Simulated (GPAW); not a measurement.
# A Ti chain with an O atom bridging one bond: relaxation, then transmission at several levels, part 2 of 2

Aim: the conductance of a Ti chain with an O atom bridging one bond after relaxation, and whether geometry, basis or functional moves it most.

GPAW 26.7.0; GPAW LCAO, PAW setups; relaxation of the junction within the symmetry of its start, lead ends held (the session's first sound run).

So far, transmission at the Fermi level (one spin): step 3 (GPAW, dzp) 1.56; step 4 (basis szp(dzp)) 1.50.

### Step 5. GPAW, sz: basis = "sz(dzp)"

Level of this step: GPAW LCAO, PAW setups; Landauer transmission from Green's functions with principal layers (ASE), zero bias (GPAW).

One function for each valence shell of the setup, as for a first survey of a large system.

run.py reads:

```python
import json
import numpy as np
from ase import Atoms
from ase.transport.calculators import TransportCalculator
from gpaw import GPAW, FermiDirac
from gpaw.lcao.tools import get_lcao_hamiltonian
from scipy.linalg import eigh

# The junction with lead layers at both ends, along the third cell vector
device = Atoms(
    ['Ti', 'Ti', 'Ti', 'Ti', 'Ti', 'Ti', 'Ti', 'Ti', 'O', 'Ti', 'Ti', 'Ti', 'Ti', 'Ti', 'Ti', 'Ti', 'Ti'],
    positions=[
        [4.50000, 4.50000, 1.15000],
        [4.50000, 4.50000, 3.45000],
        [4.50000, 4.50000, 5.75000],
        [4.50000, 4.50000, 8.05000],
        [4.50000, 4.50000, 10.35000],
        [4.50000, 4.50000, 12.65000],
        [4.50000, 4.50000, 14.95000],
        [3.33176, 4.50000, 16.90473],
        [4.25717, 4.50000, 18.50000],
        [3.33176, 4.50000, 20.09527],
        [4.50000, 4.50000, 22.05000],
        [4.50000, 4.50000, 24.35000],
        [4.50000, 4.50000, 26.65000],
        [4.50000, 4.50000, 28.95000],
        [4.50000, 4.50000, 31.25000],
        [4.50000, 4.50000, 33.55000],
        [4.50000, 4.50000, 35.85000]],
    cell=[[9.0, 0.0, 0.0], [0.0, 9.0, 0.0], [0.0, 0.0, 37.0]],
    pbc=True)

# One principal layer of the lead: the first 5 atoms of the device
lead = Atoms(
    ['Ti', 'Ti', 'Ti', 'Ti', 'Ti'],
    positions=[
        [4.50000, 4.50000, 1.15000],
        [4.50000, 4.50000, 3.45000],
        [4.50000, 4.50000, 5.75000],
        [4.50000, 4.50000, 8.05000],
        [4.50000, 4.50000, 10.35000]],
    cell=[[9.0, 0.0, 0.0], [0.0, 9.0, 0.0], [0.0, 0.0, 11.5]],
    pbc=True)

settings = dict(mode='lcao', basis='sz(dzp)', xc='PBE', h=0.18,
                occupations=FermiDirac(0.1), maxiter=250,
                mixer=dict(beta=0.1, nmaxold=8, weight=100.0),
                convergence=dict(density=0.0001))
energies = np.arange(-2, 2 + 1e-9, 0.025)
eta = 0.0001
n1, n2 = 1, 1
# k and -k transmit alike, so half of the mesh across the current serves
mesh = [(i, j) for i in range(n1) for j in range(n2) if (i, j) <= (-i % n1, -j % n2)]
weights = np.array([1 if (i, j) == (-i % n1, -j % n2) else 2 for i, j in mesh]) / (n1 * n2)

# [... helper functions left out ...]
fermi_lead = ground_state(lead, (1, 1, 10), 'lead.txt')
fermi_device = ground_state(device, (1, 1, 2), 'device.txt')
# [... loop over the mesh left out, but for ...]
        # Shift the lead onto the potential of the device's first layer
        shift = ((H[:, 0, 0] - H0[:, 0, 0]) / S0[0, 0]).real.mean()
# [...]
kT = 8.617333e-5 * 300
bias = [0.1, 0.2, 0.5, 1.0, 1.5, 2.0]
# [... integrals and printing left out ...]
```

Run with:

```console
$ OMP_NUM_THREADS=1 OPENBLAS_NUM_THREADS=1 python run.py
```

The program printed:

```text
basis functions: device 212, principal layer 65
Fermi level: lead -1.7016 eV, device -1.7704 eV; lead shifted by 0.0022 eV
largest coupling past the next layer 2.15e-07 eV, largest misfit of the first layer 0.029 eV
  E-E_F (eV)   T (one spin)  [channel counts left out]
    -2.000    7.1735e-02
    -1.975    7.6920e-02
    -1.950    8.2347e-02
[...]
1.975    8.6862e-01
     2.000    8.5585e-01
conductance at 300 K: 1.4358 G0 a cell; thermopower -1.365 uV/K
current from the zero-bias T(E) at 0.1 V: 11.125 uA
current from the zero-bias T(E) at 0.2 V: 22.236 uA
current from the zero-bias T(E) at 0.5 V: 55.062 uA
current from the zero-bias T(E) at 1.0 V: 112.98 uA
current from the zero-bias T(E) at 1.5 V: 175.17 uA
current from the zero-bias T(E) at 2.0 V: 251.62 uA
```

The job ended after 2.8 min (1 thread of Arm Neoverse V1, shared host; peak memory 1.9 GiB).

This step gave:

```yaml
conductance: 1.436 G₀
largest_coupling_past_the_next_principal_layer: 2.15e-7 eV
largest_misfit_of_the_first_principal_layer: 0.02926 eV
shift_that_aligns_the_lead: 0.002208 eV
basis_functions_of_the_junction: 212
basis_functions_of_a_principal_layer: 65
transmission_at_the_fermi_level_one_spin: 1.435
```

One spin. Table of transmission, zone mean by energy, zero at the Fermi level:

```
energy (eV)  transmission, zone mean
     -2.000                   0.0717
     -1.800                    0.120
     -1.600                    0.182
     -1.400                    0.262
     -1.200                    0.380
     -1.000                    0.666
     -0.950                     1.46
     -0.800                    0.972
     -0.600                     1.09
     -0.400                     1.27
     -0.200                     1.38
      0.000                     1.44
      0.200                     1.42
      0.400                     1.71
      0.525                     2.56
      0.600                     1.74
      0.800                     2.80
      0.900                     3.18
      1.000                     2.94
      1.200                     2.01
      1.400                     1.83
      1.500                     2.29
      1.600                     1.34
      1.800                    1.000
      2.000                    0.856
```

The conductance, 1.44 G₀, lies 7.5 % below that of the dzp run.

### Step 6. LDA in the dzp basis: xc = "LDA"

Back in the dzp basis, the functional changes from PBE to LDA, to set the spread between functionals beside that between bases.

Changes to run.py since step 5:

```diff
@@ -44,3 +44,3 @@
 
-settings = dict(mode='lcao', basis='sz(dzp)', xc='PBE', h=0.18,
+settings = dict(mode='lcao', basis='dzp', xc='LDA', h=0.18,
                 occupations=FermiDirac(0.1), maxiter=250,
```

The program printed:

```text
basis functions: device 477, principal layer 145
Fermi level: lead -2.2256 eV, device -2.2408 eV; lead shifted by 0.0023 eV
largest coupling past the next layer 2.50e-07 eV, largest misfit of the first layer 0.016 eV
  E-E_F (eV)   T (one spin)  [channel counts left out]
    -2.000    4.7587e-02
    -1.975    5.1463e-02
    -1.950    5.5547e-02
[...]
1.975    8.7511e-01
     2.000    8.5949e-01
conductance at 300 K: 1.6879 G0 a cell; thermopower -1.612 uV/K
current from the zero-bias T(E) at 0.1 V: 13.037 uA
current from the zero-bias T(E) at 0.2 V: 25.913 uA
current from the zero-bias T(E) at 0.5 V: 64.311 uA
current from the zero-bias T(E) at 1.0 V: 133.4 uA
current from the zero-bias T(E) at 1.5 V: 209.65 uA
current from the zero-bias T(E) at 2.0 V: 276.88 uA
```

The job ended after 5.9 min (1 thread; peak memory 2.1 GiB).

Numbers from this step:

```yaml
conductance: 1.688 G₀
largest_coupling_past_the_next_principal_layer: 2.50e-7 eV
largest_misfit_of_the_first_principal_layer: 0.01553 eV
shift_that_aligns_the_lead: 0.002298 eV
basis_functions_of_the_junction: 477
basis_functions_of_a_principal_layer: 145
transmission_at_the_fermi_level_one_spin: 1.703
```

The conductance, 1.69 G₀, lies 8.7 % above that of the dzp run.

### Step 7. The structure as built: geometry = "as built"

The dzp basis with PBE on the structure as first built shows what the relaxation was worth.

Changes to run.py since step 6:

```diff
@@ -19,5 +19,5 @@
         [4.50000, 4.50000, 14.95000],
-        [3.33176, 4.50000, 16.90473],
-        [4.25717, 4.50000, 18.50000],
-        [3.33176, 4.50000, 20.09527],
+        [4.50000, 4.50000, 17.25000],
+        [5.48103, 4.50000, 18.50000],
+        [4.50000, 4.50000, 19.75000],
         [4.50000, 4.50000, 22.05000],
@@ -44,3 +44,3 @@
 
-settings = dict(mode='lcao', basis='dzp', xc='LDA', h=0.18,
+settings = dict(mode='lcao', basis='dzp', xc='PBE', h=0.18,
                 occupations=FermiDirac(0.1), maxiter=250,
```

The program printed:

```text
basis functions: device 477, principal layer 145
Fermi level: lead -2.0137 eV, device -2.0279 eV; lead shifted by 0.0059 eV
largest coupling past the next layer 1.94e-07 eV, largest misfit of the first layer 0.025 eV
  E-E_F (eV)   T (one spin)  [channel counts left out]
    -2.000    6.7820e-01
    -1.975    7.1769e-01
    -1.950    7.5609e-01
[...]
1.975    1.1470e+00
     2.000    1.0649e+00
conductance at 300 K: 2.7285 G0 a cell; thermopower -14.92 uV/K
current from the zero-bias T(E) at 0.1 V: 21.419 uA
current from the zero-bias T(E) at 0.2 V: 44.234 uA
current from the zero-bias T(E) at 0.5 V: 118.58 uA
current from the zero-bias T(E) at 1.0 V: 244 uA
current from the zero-bias T(E) at 1.5 V: 362.14 uA
current from the zero-bias T(E) at 2.0 V: 447.55 uA
```

It took 6 min on 1 thread; peak memory 2.1 GiB.

This step gave:

```
conductance                                    : 2.729 G₀
largest coupling past the next principal layer : 1.94e-7 eV
largest misfit of the first principal layer    : 0.02507 eV
shift that aligns the lead                     : 0.005894 eV
transmission at the Fermi level (one spin)     : 2.642
```

One spin. The transmission, zone mean by energy, zero at the Fermi level:

energy (eV), transmission, zone mean and a bar from the least value:
```
   -2.000       0.68 #
   -1.900       0.83 ##
   -1.800       0.94 ###
   -1.700       1.00 ####
   -1.600       1.02 ####
   -1.500       1.01 ####
   -1.400       0.97 ###
   -1.300       0.94 ###
   -1.200       0.96 ###
   -1.100       0.99 ####
   -1.000       1.72 #########
   -0.900       1.60 ########
   -0.800       1.39 ######
   -0.700       1.59 ########
   -0.600       1.71 #########
   -0.500       1.80 #########
   -0.400       1.91 ##########
   -0.300       2.05 ###########
   -0.200       2.23 #############
   -0.100       2.42 ##############
    0.000       2.64 ################
    0.100       3.81 ########################
    0.200       4.27 ############################
    0.300       4.48 #############################
    0.400       4.57 ##############################
    0.500       4.59 ##############################
    0.600       4.54 ##############################
    0.700       4.33 ############################
    0.800       3.91 #########################
    0.900       2.50 ###############
    1.000       2.57 ###############
    1.100       2.46 ##############
    1.200       2.34 #############
    1.300       2.17 ############
    1.400       1.86 ##########
    1.500       1.50 #######
    1.600       1.45 #######
    1.700       0.52 
    1.800       0.51 
    1.900       1.46 #######
    2.000       1.06 ####
```

The conductance, 2.73 G₀, lies 76 % above that of the dzp run.

### Step 8. The ladder

Times are for 1 thread of Arm Neoverse V1, shared host. Results by setting:

```
no.      run  conductance (G₀)     time  memory (GiB)
  1      dzp             1.553  6.2 min           2.1
  2      szp             1.497  3.9 min           2.0
  3       sz             1.436  2.8 min           1.9
  4  dzp LDA             1.688  5.9 min           2.1
  5  asbuilt             2.729    6 min           2.1
```

### Step 9. The levels side by side

The curves are compared point by point over the common energies.

This step: comparison of transmission and cost over codes, levels and geometry (GPAW 26.7.0).

Ladder, by row:

```
   step  code  T at the Fermi level (sum over the listed spins)  conductance (G0)  r.m.s. T(E) from the first  wall time (s)  peak memory (GiB)  threads
    dzp  GPAW                                             1.559             1.553                           0          373.8                2.1        1
    szp  GPAW                                             1.495             1.497                      0.2549          235.9               2.01        1
     sz  GPAW                                             1.435             1.436                      0.2764          169.3               1.91        1
dzp-LDA  GPAW                                             1.703             1.688                      0.1715          353.6                2.1        1
asbuilt  GPAW                                             2.642             2.729                       1.119          360.3                2.1        1
```

Table of transmission, zone mean, sum over the listed spins by energy, zero at the Fermi level:

```
energy (eV)     dzp     szp      sz  dzp-LDA  asbuilt
     -2.000  0.0498  0.0587  0.0717   0.0476    0.678
     -1.800  0.0890   0.102   0.120   0.0852    0.937
     -1.600   0.150   0.163   0.182    0.143     1.02
     -1.400   0.237   0.241   0.262    0.227    0.967
     -1.200   0.335   0.347   0.380    0.328    0.960
     -1.025   0.979   0.660   0.600    0.573    0.883
     -1.000   0.842   0.724   0.666    0.594     1.72
     -0.800   0.862   0.916   0.972    0.838     1.39
     -0.600    1.10    1.15    1.09     1.10     1.71
     -0.400    1.32    1.35    1.27     1.40     1.91
     -0.200    1.46    1.46    1.38     1.59     2.23
      0.000    1.56    1.50    1.44     1.70     2.64
      0.200    1.55    1.48    1.42     1.70     4.27
      0.400    2.00    1.84    1.71     2.20     4.57
      0.525    2.54    2.48    2.56     2.69     4.59
      0.600    2.77    2.70    1.74     2.87     4.54
      0.625    2.82    2.85    1.73     2.92     4.51
      0.750    2.94    2.29    2.53     3.02     4.15
      0.775    2.94    2.46    2.66     3.03     4.04
      0.800    2.91    2.64    2.80     3.02     3.91
      0.900    2.85    3.15    3.18     2.34     2.50
      0.925    2.87    3.12    3.17     2.82     2.54
      1.000    2.68    2.85    2.94     2.58     2.57
      1.200    2.14    2.06    2.01     2.11     2.34
      1.400    1.92    1.81    1.83     1.92     1.86
      1.600    1.56    1.50    1.34     1.60     1.45
      1.625    1.65    1.42    1.31     1.58     1.40
      1.800    1.16    1.02   1.000     1.07    0.509
      2.000   0.918   0.867   0.856    0.859     1.06
```

### Step 10. Other settings

One more run, with changed settings.

This step: GPAW LCAO, PAW setups; Landauer transmission from Green's functions with principal layers (ASE), zero bias (GPAW 26.7.0).

Changes to run.py since step 7:

```diff
@@ -19,5 +19,5 @@
         [4.50000, 4.50000, 14.95000],
-        [4.50000, 4.50000, 17.25000],
-        [5.48103, 4.50000, 18.50000],
-        [4.50000, 4.50000, 19.75000],
+        [3.33176, 4.50000, 16.90473],
+        [4.25717, 4.50000, 18.50000],
+        [3.33176, 4.50000, 20.09527],
         [4.50000, 4.50000, 22.05000],
@@ -32,12 +32,9 @@
 
-# One principal layer of the lead: the first 5 atoms of the device
+# One principal layer of the lead: the first 2 atoms of the device
 lead = Atoms(
-    ['Ti', 'Ti', 'Ti', 'Ti', 'Ti'],
+    ['Ti', 'Ti'],
     positions=[
         [4.50000, 4.50000, 1.15000],
-        [4.50000, 4.50000, 3.45000],
-        [4.50000, 4.50000, 5.75000],
-        [4.50000, 4.50000, 8.05000],
-        [4.50000, 4.50000, 10.35000]],
-    cell=[[9.0, 0.0, 0.0], [0.0, 9.0, 0.0], [0.0, 0.0, 11.5]],
+        [4.50000, 4.50000, 3.45000]],
+    cell=[[9.0, 0.0, 0.0], [0.0, 9.0, 0.0], [0.0, 0.0, 4.6]],
     pbc=True)
@@ -45,3 +42,3 @@
 settings = dict(mode='lcao', basis='dzp', xc='PBE', h=0.18,
-                occupations=FermiDirac(0.1), maxiter=250,
+                occupations=FermiDirac(0.1), maxiter=50,
                 mixer=dict(beta=0.1, nmaxold=8, weight=100.0),
```

The program printed:

```text
basis functions: device 477, principal layer 58
Fermi level: lead -1.9998 eV, device -2.0267 eV; lead shifted by -0.0097 eV
largest coupling past the next layer 1.27e+00 eV, largest misfit of the first layer 0.018 eV
  E-E_F (eV)   T (one spin)  [channel counts left out]
    -2.000    3.0832e-02
    -1.975    3.4862e-02
    -1.950    3.9557e-02
    -1.925    4.4965e-02
    -1.900    5.1121e-02
    -1.875    5.8045e-02
    -1.850    6.5735e-02
    -1.825    7.4158e-02
    -1.800    8.3257e-02
    -1.775    9.2943e-02
    -1.750    1.0311e-01
    -1.725    1.1362e-01
    -1.700    1.2436e-01
    -1.675    1.3519e-01
    -1.650    1.4600e-01
    -1.625    1.5672e-01
[...]
1.825    1.1468e+00
     1.850    1.1063e+00
     1.875    1.0703e+00
     1.900    1.0381e+00
     1.925    1.0089e+00
     1.950    9.8234e-01
     1.975    9.5795e-01
     2.000    9.3548e-01
conductance at 300 K: 1.4967 G0 a cell; thermopower 0.1996 uV/K
current from the zero-bias T(E) at 0.1 V: 11.623 uA
current from the zero-bias T(E) at 0.2 V: 23.168 uA
current from the zero-bias T(E) at 0.5 V: 53.61 uA
current from the zero-bias T(E) at 1.0 V: 111.98 uA
current from the zero-bias T(E) at 1.5 V: 182.16 uA
current from the zero-bias T(E) at 2.0 V: 244.3 uA
```

Run time: 4.9 min. Hardware: 1 thread; peak memory 2 GiB.

The run finished. A setting was moved off its sound value on purpose, so it serves as a test and not as the result.

The fault put into the input: a principal layer shorter than the orbitals' reach (n_lead = 2 and period = 4.6).

Side by side:

```
                                           quantity    this run  sound run  difference
                                   conductance (G₀)      1.4967     1.5527     -0.0559
largest coupling past the next principal layer (eV)      1.2744   1.944e-7        1.27
   largest misfit of the first principal layer (eV)    0.017626   0.018848    -0.00122
                    shift that aligns the lead (eV)  -0.0096631  0.0025719     -0.0122
               basis functions of a principal layer          58        145         -87
         transmission at the Fermi level (one spin)      1.6155     1.5592      0.0564
```

One result that differs is the largest coupling past the next principal layer, 1.27 eV against 1.9e-7 eV.

### Step 11. Summary of results

```json
{
  "conductance": "1.55 G₀",
  "transmission at the Fermi level, mean of the spins": "1.56"
}
```

What this shows: In the dzp basis the junction conducts 1.55 G₀ at 300 K, with T = 1.56 a spin at the Fermi level; the sz basis reaches that conductance within 10 %. Relaxation moved atoms by up to 1.2 Å and took the conductance from 2.73 to 1.55 G₀, as a ratio a larger change than the step from dzp to the minimal basis. At the Fermi level the three most open eigenchannels pass 0.75, 0.68 and 0.075. Measured against the first run (dzp), the nearest curve is that of dzp-LDA (r.m.s. 0.17) and the farthest that of asbuilt (1.1). Over the compared runs wall time goes from 169 s (sz) to 374 s (dzp), on a shared host. The leads kept an estimated spacing and the cell its length, so the junction may be under some tension or compression. The geometry comes from the orbital basis, which tends to overbind, and kept the symmetry of the start, so a structure of lower symmetry may lie lower. The run had no spin polarisation, so a magnetic state, which chains and small molecules with open shells often have, wasn't tested. An evenly spaced straight chain is an idealisation: free chains tend to dimerise, zigzag or, where a band edge lies near the Fermi level, turn magnetic. The currents use the zero-bias T(E) throughout, which holds only while the bias is small against the distance to the nearest feature. The thermopower isn't quoted: it samples T(E) farther from the Fermi level than the conductance does, and the energy grid wasn't tested for it.

[Logs are printed without paths, hosts, clocks, repeated set-up lines and the standing remarks that a program may print on its own settings, such as how far it seeks lower states.]

[Hosts, paths, dates, database ids (printed as entryN), source tags and the programs' standing remarks are cut or masked in the printed files.]
